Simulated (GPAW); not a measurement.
# Cu K ELNES/XANES of CuAgO2 (Pmmm) from DFT

How does the Cu K edge of CuAgO2 (Pmmm) move when the bonds are compressed or stretched?

Calculated with GPAW 26.7.0; X-ray absorption from dipole matrix elements to empty bands, plane-wave PAW LDA.

## Step 1: Set-up

The structure is orthorhombic, space group Pmmm (No. 47). Conventional cell: a = 2.816 Å, b = 3.354 Å, c = 5.404 Å, α = 90.00°, β = 90.00°, γ = 90.00°. Nearest to Ag lie 4 O at 2.23 Å. Nearest to Cu lie 4 O at 1.88 Å. O has 2 Cu at 1.88 Å and 2 Ag at 2.23 Å nearest. Farther neighbours and most contacts between anions are not listed.

Coordinates:

```cif
data_structure
_symmetry_space_group_name_H-M 'Pmmm'
_symmetry_Int_Tables_number 47
_cell_length_a 2.8164
_cell_length_b 3.3539
_cell_length_c 5.4042
_cell_angle_alpha 90.000
_cell_angle_beta 90.000
_cell_angle_gamma 90.000
_cell_volume 51.05
loop_
_atom_site_label
_atom_site_type_symbol
_atom_site_symmetry_multiplicity
_atom_site_Wyckoff_symbol
_atom_site_fract_x
_atom_site_fract_y
_atom_site_fract_z
_atom_site_occupancy
Ag1 Ag 1 a 0.00000 0.00000 0.00000 1
Cu1 Cu 1 h 0.50000 0.50000 0.50000 1
O1 O 2 r 0.00000 0.50000 0.72915 1
```

## Step 2: The field without a hole

A plain self-consistent run shows whether there is a gap and which moments survive; both decide the set-up of the core-hole run.

The input, scf.py:

```python
import numpy as np
from ase import Atoms
from ase.parallel import parprint, paropen
from gpaw import GPAW, PW, FermiDirac, Mixer, MixerDif, setup_paths
from gpaw.test import gen
setup_paths.insert(0, '.')
gen('Cu', name='nch1s', xcname='LDA', corehole=(1, 0, 0), write_xml=True)
from gpaw.mpi import world
world.barrier()

atoms = Atoms('Ag2Cu2O4',
    cell=[[2.81644281, 3.35389257, 0],
     [0, 3.35389257, 5.40417723],
     [2.81644281, 0, 5.40417723]],
    scaled_positions=[[0, 0, 0],
     [0.5, 0.5, 0.5],
     [0.25, 0.25, 0.25],
     [0.75, 0.75, 0.75],
     [0.88542489, 0.61457511, 0.11457511],
     [0.38542489, 0.11457511, 0.61457511],
     [0.11457511, 0.38542489, 0.88542489],
     [0.61457511, 0.88542489, 0.38542489]],
    magmoms=[0.0, 0.0, 1.0, -1.0, 0.0, 0.0, 0.0, 0.0],
    pbc=True)
atoms.calc = calc = GPAW(legacy_gpaw=True, mode=PW(500), xc='LDA', setups={2: 'nch1s'},
    kpts={'size': (4, 4, 4), 'gamma': True}, occupations=FermiDirac(0.05),
    charge=0, mixer=MixerDif(0.05, 8, 50), maxiter=150,
    convergence={'density': 0.0001}, txt='scf.txt')
energy = atoms.get_potential_energy() + calc.get_reference_energy()
ef = calc.get_fermi_level()
out = dict(energy=energy, fermi=ef, forces=atoms.get_forces().tolist(), magmoms=atoms.get_magnetic_moments().tolist())
parprint(f'all-electron energy {energy:.4f} eV, Fermi level {ef:.4f} eV')
ev = np.array([[calc.get_eigenvalues(k, s) for k in range(len(calc.get_ibz_k_points()))] for s in range(calc.get_number_of_spins())])
out['homo'], out['lumo'], out['counts'] = ev[ev < ef].max(), ev[ev > ef].min(), sorted(set((ev < ef).sum((0, 2)).tolist()))
out['filled'] = (ev[:, 0] < ef).sum(1).tolist()
import json
with paropen('out.json', 'w') as f:
    json.dump(out, f)
```

On the command line:

```
$ OMP_NUM_THREADS=1 mpirun -n 2 gpaw python scf.py
```

Numbers of over 12 decimals in the logs are rounded to 6 here.

What it wrote:

```text
Input parameters:
  convergence: {density: 0.0001}
  kpts: {gamma: True,
         size: (4, 4, 4)}
  maxiter: 150
  mixer: {backend: pulay,
          beta: 0.05,
          method: difference,
          nmaxold: 8,
          weight: 50}
  mode: {ecut: 500.0,
         name: pw}
  occupations: {fixmagmom: False,
                name: fermi-dirac,
                width: 0.05}
  setups: {2: nch1s}

Initialize ...

[... PAW data sets ...]

Reference energy: -386942.890880  # eV

Spin-polarized calculation.
Initial magnetic moment: 0.000000

[... convergence settings ...]
Symmetries present (total): 4
  [... symmetry matrices ...]

64 k-points: 4 x 4 x 4 Monkhorst-Pack grid + [1/8,1/8,1/8]
18 k-points in the irreducible part of the Brillouin zone
       k-points in crystal coordinates                weights
   0:     0.00000000    0.00000000    0.00000000          1/64
   1:     0.00000000    0.25000000    0.25000000          2/64
   2:     0.00000000    0.50000000    0.50000000          1/64
   3:     0.25000000   -0.25000000    0.50000000          2/64
   4:     0.25000000    0.00000000    0.25000000          2/64
   5:     0.25000000    0.25000000    0.00000000          2/64
   6:     0.25000000    0.25000000    0.25000000          8/64
   7:     0.25000000    0.25000000    0.50000000          4/64
   8:     0.25000000    0.50000000   -0.25000000          2/64
   9:     0.25000000    0.50000000    0.25000000          4/64
          ...
  17:     0.50000000    0.50000000    0.50000000          4/64

Wave functions: Plane wave expansion
  Cutoff energy: 500.000 eV
  Number of coefficients (min, max): 2568, 2614
  Pulay-stress correction: 0.000000 eV/Ang^3 (de/decut=0.000000)
  Using FFTW library
  Wavefunction extrapolation:
    Improved wavefunction reuse through dual PAW basis

Occupation numbers: Fermi-Dirac:
  width: 0.0500  # eV

Eigensolver
   Davidson(niter=2)

Densities:
  Coarse grid: 35*35*35 grid
  Fine grid: 70*70*70 grid
  Total Charge: 0.000000

Density mixing:
  Method: difference
  Backend: pulay
  Linear mixing parameter: 0.05
  old densities: 8
  Width of damping distribution: 1.1
  Damping of long wavelength oscillations: 50

[... Hamiltonian set-up ...]
Number of atoms: 8
Number of atomic orbitals: 58
Number of bands in calculation: 52
Number of valence electrons: 80
Bands to converge: occupied

... initialized

Initializing position-dependent things.

Density initialized from atomic densities
Creating initial wave functions:
  52 bands from LCAO basis set

                     Cu
                 O

               OAg
                 O

               O

            Cu

       Ag

Atomic positions and initial magnetic moments

Positions:
   0 Ag     0.000000    0.000000    0.000000    ( 0.0000,  0.0000,  0.0000)
   1 Ag     2.816443    3.353893    5.404177    ( 0.0000,  0.0000,  0.0000)
   2 Cu     1.408221    1.676946    2.702089    ( 0.0000,  0.0000,  1.0000)
   3 Cu     4.224664    5.030839    8.106266    ( 0.0000,  0.0000, -1.0000)
   4 O      2.816443    5.030839    3.940457    ( 0.0000,  0.0000,  0.0000)
   5 O      2.816443    1.676946    3.940457    ( 0.0000,  0.0000,  0.0000)
   6 O      2.816443    1.676946    6.867897    ( 0.0000,  0.0000,  0.0000)
   7 O      2.816443    5.030839    6.867897    ( 0.0000,  0.0000,  0.0000)

Unit cell:
           periodic     x           y           z      points  spacing
  1. axis:    yes    2.816443    3.353893    0.000000    35     0.1145
  2. axis:    yes    0.000000    3.353893    5.404177    35     0.1145
  3. axis:    yes    2.816443    0.000000    5.404177    35     0.1145

  Lengths:   4.379606   6.360324   6.094053
  Angles:   41.106974  72.710008  66.183018

Effective grid spacing dv^(1/3) = 0.1335

iter:   1   -54.442745                   +0.0000
iter:   2   -48.004501   -1.34  -1.21    -0.0000
iter:   3   -44.763026   -0.69  -1.28    +0.0000
[...]
iter:  17   -41.955501c  -5.20  -2.97    +0.0000
iter:  18   -41.950904c  -4.70  -3.06    +0.0000
iter:  19   -41.949213c  -4.92  -3.33    +0.0000
iter:  20   -41.949112c  -6.08  -3.67    +0.0000
iter:  21   -41.949196c  -6.76  -3.76    +0.0000
iter:  22   -41.949004c  -5.91  -3.69    +0.0000
iter:  23   -41.948985c  -6.38  -4.11c   +0.0000
iter:  24   -41.948985c  -7.95c -4.43c   -0.0000

Converged after 24 iterations.

Dipole moment: (0.000000, 0.000000, 0.000000) |e|*Ang

Total magnetic moment: (0.000000, 0.000000, -0.000000)
Local magnetic moments:
   0 Ag ( 0.000000,  0.000000,  0.000000)
   1 Ag ( 0.000000,  0.000000,  0.000000)
   2 Cu ( 0.000000,  0.000000, -0.000000)
   3 Cu ( 0.000000,  0.000000,  0.000000)
   4 O  ( 0.000000,  0.000000,  0.000000)
   5 O  ( 0.000000,  0.000000,  0.000000)
   6 O  ( 0.000000,  0.000000,  0.000000)
   7 O  ( 0.000000,  0.000000,  0.000000)

Energy contributions relative to reference atoms: (reference = -386942.890880)

Kinetic:         -9.701643
Potential:       +0.324798
External:        +0.000000
XC:             -32.892087
Entropy (-ST):   -0.039701
Local:           +0.339797
SIC:             +0.000000
--------------------------
Free energy:    -41.968836
Extrapolated:   -41.948985

Spin contamination: 0.000001 electrons
Showing only first 2 kpts
                      Up                     Down
 Kpt  Band  Eigenvalues  Occupancy  Eigenvalues  Occupancy
  0    38      3.89906    1.00000      3.89906    1.00000
  0    39      4.77666    0.97839      4.77666    0.97839
  0    40      5.39358    0.00020      5.39358    0.00020
  0    41      5.84261    0.00000      5.84261    0.00000

  1    38      4.13817    1.00000      4.13817    1.00000
  1    39      5.02065    0.25596      5.02065    0.25596
  1    40      5.54300    0.00001      5.54300    0.00001
  1    41      5.75893    0.00000      5.75893    0.00000

Fermi level: 4.96729

No gap
No difference between direct/indirect transitions

Forces in eV/Ang:
  0 Ag    0.00000    0.00000    0.00000
  1 Ag    0.00000    0.00000    0.00000
  2 Cu    0.00000    0.00000    0.00000
  3 Cu    0.00000    0.00000    0.00000
  4 O    -0.00000   -0.00001    0.28175
  5 O     0.00000    0.00001    0.28175
  6 O    -0.00000    0.00001   -0.28175
  7 O     0.00000   -0.00001   -0.28175
Scalar-relativistic atomic LDA calculation for Cu (Copper, Z=29)
Core hole in 1s state (1s occupation: 2.0)
600 radial gridpoints.
|------------------------------------------------|
|------------------------------------------------|
[... the atom generator's iteration count ...]

Energy contributions:
-------------------------
Kinetic:    +1675.285700
XC:           -64.895881
Potential:  -3262.312180
-------------------------
Total:      -1651.922361

state      eigenvalue         ekin         rmax
-----------------------------------------------
1s^2.0 :  -324.467727   418.664247        0.034
2s^2.0 :   -38.956231    78.634526        0.197
2p^6.0 :   -33.679353    76.825479        0.158
3s^2.0 :    -4.193271    17.288793        0.614
3p^6.0 :    -2.647366    15.189343        0.619
3d^10.0:    -0.195673     9.285239        0.600
4s^1.0 :    -0.178486     1.169252        2.257
4p^0.0 :    -0.028757     0.396770        3.504
-----------------------------------------------
(units: Bohr and Hartree)

Generating PAW setup
Kinetic energy of the core from tauc = 1596.294566
Cutoffs:
rc(s)=2.200
rc(p)=2.200
rc(d)=2.000
rc(vbar)=1.800
rc(comp)=2.000
rc(nct)=2.200

Kinetic energy of the core states: 1581.264061
Charge: 0.0
Core electrons: 18.0
Valence electrons: 11.0
Pseudo-core charge: 0.387458
Shape function alpha=2.500
Pseudo-electron charge 4.216968
state    eigenvalue         norm
--------------------------------
4s(1) :    -0.178486     1.057125
*s    :     0.821514
4p(0) :    -0.028757     1.001617
*p    :     0.971243
3d(10):    -0.195673     0.277238
*d    :     0.804327
--------------------------------

Diagonalizing with gridspacing h=0.050

state   all-electron     PAW
-------------------------------
4s:      -0.178486    -0.178572
4p:      -0.028757    -0.028678
3d:      -0.195673    -0.196155
*f:                    0.071609
-------------------------------
<dir> UserWarning: Initial realspace grid (24,35,32) inconsistent with symmetries.
  warnings.warn(
<dir> UserWarning: Using symmetrized grid: (35,35,35).

  warnings.warn('Using symmetrized grid: ({},{},{}).\n'.format(*N_c))
<dir> UserWarning: Initial realspace grid (24,35,32) inconsistent with symmetries.
  warnings.warn(
<dir> UserWarning: Using symmetrized grid: (35,35,35).

  warnings.warn('Using symmetrized grid: ({},{},{}).\n'.format(*N_c))
all-electron energy -386984.8399 eV, Fermi level 4.9673 eV
```

Run time: 3.3 min. Hardware: 2 MPI ranks of Arm Neoverse V1, shared host; peak memory 0.55 GiB.

The mesh shows no gap, so the system is treated as a metal and the core electron is put at the Fermi level (neutral cell).

## Step 3: Reference energy of the supercell

The photon energy needs a difference of total energies, so the cell and mesh of the coming hole run are first run without a hole.

Edit scf.py of step 2 so:

```diff
@@ -10,18 +10,26 @@
 
-atoms = Atoms('Ag2Cu2O4',
-    cell=[[2.81644281, 3.35389257, 0],
+atoms = Atoms('Ag4Cu4O8',
+    cell=[[5.63288562, 0, 0],
      [0, 3.35389257, 5.40417723],
-     [2.81644281, 0, 5.40417723]],
+     [0, -3.35389257, 5.40417723]],
     scaled_positions=[[0, 0, 0],
      [0.5, 0.5, 0.5],
-     [0.25, 0.25, 0.25],
-     [0.75, 0.75, 0.75],
-     [0.88542489, 0.61457511, 0.11457511],
-     [0.38542489, 0.11457511, 0.61457511],
-     [0.11457511, 0.38542489, 0.88542489],
-     [0.61457511, 0.88542489, 0.38542489]],
-    magmoms=[0.0, 0.0, 1.0, -1.0, 0.0, 0.0, 0.0, 0.0],
+     [0.5, 0, 0],
+     [0, 0.5, 0.5],
+     [0.25, 0.5, 0],
+     [0.75, 0, 0.5],
+     [0.75, 0.5, 0],
+     [0.25, 0, 0.5],
+     [0.5, 0.11457511, 0.61457511],
+     [0, 0.61457511, 0.11457511],
+     [0.5, 0.61457511, 0.11457511],
+     [0, 0.11457511, 0.61457511],
+     [0.5, 0.88542489, 0.38542489],
+     [0, 0.38542489, 0.88542489],
+     [0.5, 0.38542489, 0.88542489],
+     [0, 0.88542489, 0.38542489]],
+    magmoms=[0.0, 0.0, 0.0, 0.0, 1.0, 1.0, -1.0, -1.0, 0.0, 0.0, 0.0, 0.0, 0.0, 0.0, 0.0, 0.0],
     pbc=True)
-atoms.calc = calc = GPAW(legacy_gpaw=True, mode=PW(500), xc='LDA', setups={2: 'nch1s'},
-    kpts={'size': (4, 4, 4), 'gamma': True}, occupations=FermiDirac(0.05),
+atoms.calc = calc = GPAW(legacy_gpaw=True, mode=PW(500), xc='LDA', setups={4: 'nch1s'},
+    kpts={'size': (3, 3, 3), 'gamma': True}, occupations=FermiDirac(0.1),
     charge=0, mixer=MixerDif(0.05, 8, 50), maxiter=150,
```

What it wrote:

```text
Input parameters:
  convergence: {density: 0.0001}
  kpts: {gamma: True,
         size: (3, 3, 3)}
  maxiter: 150
  mixer: {backend: pulay,
          beta: 0.05,
          method: difference,
          nmaxold: 8,
          weight: 50}
  mode: {ecut: 500.0,
         name: pw}
  occupations: {fixmagmom: False,
                name: fermi-dirac,
                width: 0.1}
  setups: {4: nch1s}

Initialize ...

[...]
*s    :     0.821514
4p(0) :    -0.028757     1.001617
*p    :     0.971243
3d(10):    -0.195673     0.277238
*d    :     0.804327
--------------------------------

Diagonalizing with gridspacing h=0.050

state   all-electron     PAW
-------------------------------
4s:      -0.178486    -0.178572
4p:      -0.028757    -0.028678
3d:      -0.195673    -0.196155
*f:                    0.071609
-------------------------------
all-electron energy -773969.7105 eV, Fermi level 4.9062 eV
[key lines of the parts left out:]
Converged after 20 iterations.
Dipole moment: (-0.000000, 0.000000, -0.000000) |e|*Ang
Free energy:    -84.058676
Fermi level: 4.90620
```

Elapsed: 4 min, on 2 MPI ranks; peak memory 0.58 GiB; 8 min of CPU time.

Reference energy: -773969.711 eV with the cores included.

[end of part 1 of 3]

[Banner, clock and machine lines of the logs are left out without a mark of their own.]

[Logs are printed without paths, hosts, clocks, repeated set-up lines and the standing remarks that a program may print on its own settings, such as how far it seeks lower states.]

[Hosts, paths, dates, database ids (printed as entryN), source tags and the programs' standing remarks are cut or masked in the printed files.]

[Lists of maxima count a maximum above −3 eV only where it reaches 4 % of the highest in the window and stands out from its surroundings by 2 % of it (1.5 % where it reaches 55 %); shoulders and weaker maxima are passed over, and of the rest the first, up to two pre-edge ones and the few strongest are named.]
